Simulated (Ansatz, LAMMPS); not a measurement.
# Static equation of state of glassy 40SiO2-28Al2O3-16Li2O-16SrO (mol %) (85 atoms)

Density of this cell: 2.90 g/cm³. The cell holds 85 atoms: 10 Si, 14 Al, 8 Li, 4 Sr and 49 O. Cell: a = 10.076 Å, b = 10.120 Å, c = 10.403 Å, α = 92.3°, β = 88.3°, γ = 88.4°. The starting structure: 85 atoms (10 Si, 14 Al, 8 Li, 4 Sr, 49 O) placed at random at 2.93 g/cm³, melted at 4000 K for 10 ps at fixed volume with the Morse and Coulomb pair potential with partial charges (Pedone, Malavasi, Menziani, Cormack and Segre, J. Phys. Chem. B 110, 11780 (2006)). Quenched from 4000 K to 300 K at 6 K/ps and fixed volume, held 5 ps, then minimised at fixed cell.

Calculated with Ansatz 0.2.0: Kohn-Sham DFT, PBE, PAW (set soft_2), plane waves; cutoff 420 eV, Γ point, fermi-dirac smearing of 0.025 eV. Cell and atoms were relaxed first, to V0 = 12.458 Å³ an atom at a residual P0 = -0.003 GPa. The cell was then scaled evenly, and the atoms were relaxed at each volume.

```
volume (Å³/atom)  pressure (GPa)
          11.213           6.432
          11.711               ?
          12.085           2.036
          12.832          -1.471
          13.206          -2.875
```

**Question.** Fit the third-order Birch–Murnaghan equation to the rows given and interpolate to the withheld row.

**Working.**

Take the Eulerian strain f = ½[(V0/V)^(2/3) − 1] and the normalised pressure F = (P − P0) / [3f(1 + 2f)^(5/2)]. The third-order Birch–Murnaghan equation is then the line F = B0 + (3/2)B0(B′ − 4) f, so u = f and v = F.

```
      u = f  v = F (GPa)
  0.0363829      49.4577
  0.0102568      62.9923
-0.00975644      52.6977
 -0.0190503      55.3808
```

With n = 4: mean u = 0.00445823, mean v = 55.1321, Σ(u − ū)² = 0.0018075, Σ(u − ū)(v − v̄) = -0.10682. Slope b = -0.10682 / 0.0018075 = -59.096; intercept a = v̄ − b ū = 55.396.

So B0 = a = 55.4 GPa and B′ = 4 + 2b/(3a) = 3.29. At the withheld volume f = 0.02106, F = a + b f = 54.15 GPa, and P = P0 + 3f(1 + 2f)^(5/2) F.

Prediction at 11.711: 3.789 GPa. The run gave 3.941 GPa, so the fit is low by 0.15 GPa (3.9 % of the value).

The series isn't one smooth equation of state: even a line fitted to all rows, the withheld one included, misses F by up to 12.3 %, the count of bonds changes along the series and an atom moves over 0.5 Å in some relaxation. B0 and B′ are then only the numbers of this fit, not moduli of the material. Among the rows given, the largest miss of the fit is at 11.213, by 0.49 GPa (5.3 % of the range of the table).

Limits: Static cells at zero temperature; the cell shape is held. The program notes that the SCF threshold of these relaxations is loose for the stress. The quench rate of 6 K/ps is many orders above laboratory rates, so the cell is likely richer in defects and strain than a real sample. The network of bonds at the start is that of the classical potential that made the cell, and needn't be the one that DFT or experiment would give. Only the Γ point is sampled, in a cell whose shortest periodic width is 10 Å.

[Logs are printed without paths, hosts, clocks, repeated set-up lines and the standing remarks that a program may print on its own settings, such as how far it seeks lower states.]

[Hosts, paths, dates, database ids (printed as entryN), source tags and the programs' standing remarks are cut or masked in the printed files.]
